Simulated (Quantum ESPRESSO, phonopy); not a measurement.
# Grüneisen parameters and expansion of Al (Fm-3m), part 7 of 7

Aim: how the vibrations of Al shift with volume, and the expansion that follows.

What experiment has found for this phase:
- volume expansion coefficient 69 1e-6/K and heat capacity C_P per formula unit 24.2 J/mol/K near room temperature (given in “High-Throughput Prediction of Finite-Temperature Properties using the Quasi-Harmonic Approximation”, 2016, arXiv:1603.06924)

Quantum ESPRESSO 7.5; DFT PBE+D3(BJ), scalar-relativistic, plane waves, GBRV ultrasoft pseudopotentials.

So far. Step 21 (Phonons, V/V0 1.05): No mode is imaginary beyond numerical noise along the path. Step 21 (Phonons, V/V0 1.05): The time given is that of the one pw.x run on a displaced cell behind this step.

### 22. Mode Grüneisen parameters

This step: DFT PBE+D3(BJ), scalar-relativistic, plane waves, GBRV ultrasoft pseudopotentials (phonopy 4.10.0).

Numbers from this step:

- share of modes with a negative Grüneisen parameter: 0

Mean Grüneisen, by row:

```
T (K)  heat-capacity-weighted mean  root mean square
   50                        2.093             2.101
  100                        2.027             2.033
  200                        1.999             2.005
  300                        1.993             1.998
  500                        1.989             1.995
  800                        1.988             1.994
```

Table of mean mode Grueneisen parameter by wavenumber:

```
wavenumber (cm⁻¹)  mean mode Grueneisen parameter
                6                               -
               18                            2.37
               29                            2.38
               41                            2.38
               53                            2.22
               65                            2.34
               76                             2.3
               88                            2.26
              100                             2.2
              112                            2.21
              123                            2.12
              135                            2.13
              147                            2.06
              159                            2.05
              170                            1.98
              182                               2
              194                            2.04
              206                            2.08
              218                            2.05
              229                            1.99
              241                            1.98
              253                            1.94
              264                            1.93
              276                            1.89
              288                            1.87
              300                            1.87
              312                            1.87
              323                            1.87
              335                            1.86
              347                             1.8
```

Volume series, by row:

```
 V/V0  V (Å³/atom)  pressure (GPa)  E - E0 (meV/atom)  gap (eV)  zero-point energy (meV/atom)  lowest on the path (cm⁻¹)  highest at Gamma without the LO-TO term (cm⁻¹)
 0.97        15.32           2.827              4.067         0                         44.49                          0                                               -
0.985        15.55           1.357              0.992         0                         43.22                          0                                               -
    1        15.79           0.004                  0         0                         41.99                          0                                               -
1.015        16.03          -1.241              0.928         0                         40.75                          0                                               -
 1.03        16.26          -2.386              3.622         0                         39.55                          0                                               -
 1.05        16.58          -3.769              9.715         0                         37.97                          0                                               -
```

Grüneisen at points, by row:

```
point  branch  frequency (cm⁻¹)  mode Grüneisen parameter
    X       1             211.7                      2.31
    X       3             341.1                      1.93
    U       1               203                      2.09
    U       2             272.5                      1.96
    U       3             311.7                      1.91
    K       1               203                      2.09
    K       2             272.5                      1.96
    K       3             311.7                      1.91
    L       1               166                      1.81
    L       3             353.4                      1.79
    W       1               232                      1.96
    W       2             286.6                      1.95
```

### 23. Quasi-harmonic fit by phonopy

This step gave:

| Item | Value |
| --- | --- |
| volume expansion coefficient at 300 K | 63.07 1e-6/K |
| isothermal bulk modulus at 300 K | 76.93 GPa |
| C_P at 300 K | 23.58 J/mol-atom/K |
| Grüneisen parameter at 300 K | 2.079 |

The energy (each curve on its own zero) by volume; values in meV/atom:

```
volume (Å³/atom)  static  F at 0 K  F at 300 K  F at 950 K
          15.318    4.07      7.23        10.6        23.0
          15.554    0.99      2.88        4.98        12.6
          15.791       0      0.66        1.47        4.34
          16.028    0.93      0.35       -0.18       -2.25
          16.265    3.62      1.85       -0.06       -7.07
          16.581    9.71      6.36        2.53       -11.3
```

Phonopy-qha, vinet fit of F(V) at each temperature; no electronic free energy. Qha vinet, by row:

```
T (K)  fitted volume (Å³/atom)  alpha_V (1e-6/K)  B_T (GPa)  C_P (J/mol-atom/K)  Grueneisen
   75                    15.95             20.08      83.11               7.629       2.067
  100                    15.96             30.54      82.64               11.84       2.042
  125                    15.98             38.88      82.06               15.12       2.042
  150                       16             45.17      81.42               17.53       2.046
  175                    16.01             49.94      80.73                19.3       2.051
  200                    16.04             53.65      80.01               20.62       2.056
  225                    16.06             56.62      79.27               21.62       2.061
  250                    16.08             59.09      78.51               22.41       2.067
  275                    16.11              61.2      77.73               23.05       2.073
  300                    16.13             63.07      76.93               23.58       2.079
  325                    16.16             64.77      76.13               24.02       2.086
  350                    16.18             66.34       75.3               24.41       2.093
  375                    16.21             67.83      74.47               24.74         2.1
  400                    16.24             69.27      73.62               25.05       2.108
  425                    16.27             70.68      72.77               25.33       2.116
  450                     16.3             72.06       71.9               25.59       2.125
  475                    16.32             73.45      71.01               25.84       2.133
  500                    16.35             74.84      70.12               26.07       2.142
  525                    16.39             76.25      69.21                26.3       2.151
```

Volume expansion coefficient, phonopy-qha, Vinet against temperature:

```
temperature (K)  volume expansion coefficient, phonopy-qha, Vinet (1e-6/K)
             75                                                       20.1
            100                                                       30.5
            125                                                       38.9
            150                                                       45.2
            175                                                       49.9
            200                                                       53.6
            225                                                       56.6
            250                                                       59.1
            275                                                       61.2
            300                                                       63.1
            325                                                       64.8
            350                                                       66.3
            375                                                       67.8
            400                                                       69.3
            425                                                       70.7
            450                                                       72.1
            475                                                       73.5
            500                                                       74.8
            525                                                       76.2
```

The fit gives a volume expansion of 63.1 × 10⁻⁶/K at 300 K.

### 24. What came out

```json
{
 "volume expansion coefficient at 300 K": "63.07 1e-6/K",
 "isothermal bulk modulus at 300 K": "76.93 GPa",
 "C_P at 300 K": "23.58 J/mol-atom/K",
 "Grüneisen parameter at 300 K": "2.079",
 "mean mode Grüneisen parameter at 300 K": "1.99"
}
```

Near room temperature Al expands by 63.1 × 10⁻⁶/K in volume by PBE+D3(BJ), with C_P = 23.6 J/(mol K) per mole of atoms and B_T = 76.9 GPa. The q-mesh is coarse, and the expansion can converge slowly with it. The table stops at 525 K because beyond it the fitted volume comes within 1 % of the largest computed cell, where the fit loses its support. C_P at room temperature is 95 % of the classical 3R an atom. A measured volume expansion coefficient near room temperature is 69 1e-6/K (arXiv:1603.06924); the calculated 63.1 1e-6/K differs by -9 %. A measured heat capacity per formula unit near room temperature is 24.2 J/mol/K (arXiv:1603.06924); the calculated 23.6 J/mol/K differs by -3 %. The fit leaves out the electrons' free energy, which adds to C_P and to the expansion of a metal at high temperature. The heat-capacity-weighted Grüneisen parameter goes from 2.09 at 50 K to 1.99 at 800 K. Weighting γ by the density of states and each mode's heat capacity at 300 K, modes below 120 cm⁻¹ give about 7 % of the sum of γC that drives the expansion, those up to 240 cm⁻¹ 58 % and the rest 35 %. Among the labelled points γ is largest for branch 1 at X (212 cm⁻¹, 2.3) and smallest for branch 3 at L (353 cm⁻¹, 1.8). The supercell is small: only its own wavevectors are exact, and branches between them are interpolated and can be misplaced.

[Logs are printed without paths, hosts, clocks, repeated set-up lines and the standing remarks that a program may print on its own settings, such as how far it seeks lower states.]

[Hosts, paths, dates, database ids (printed as entryN), source tags and the programs' standing remarks are cut or masked in the printed files.]

[A step with changed settings may run another functional than the one named; its input shows which.]

[Of the runs on displaced cells, only some may be shown.]
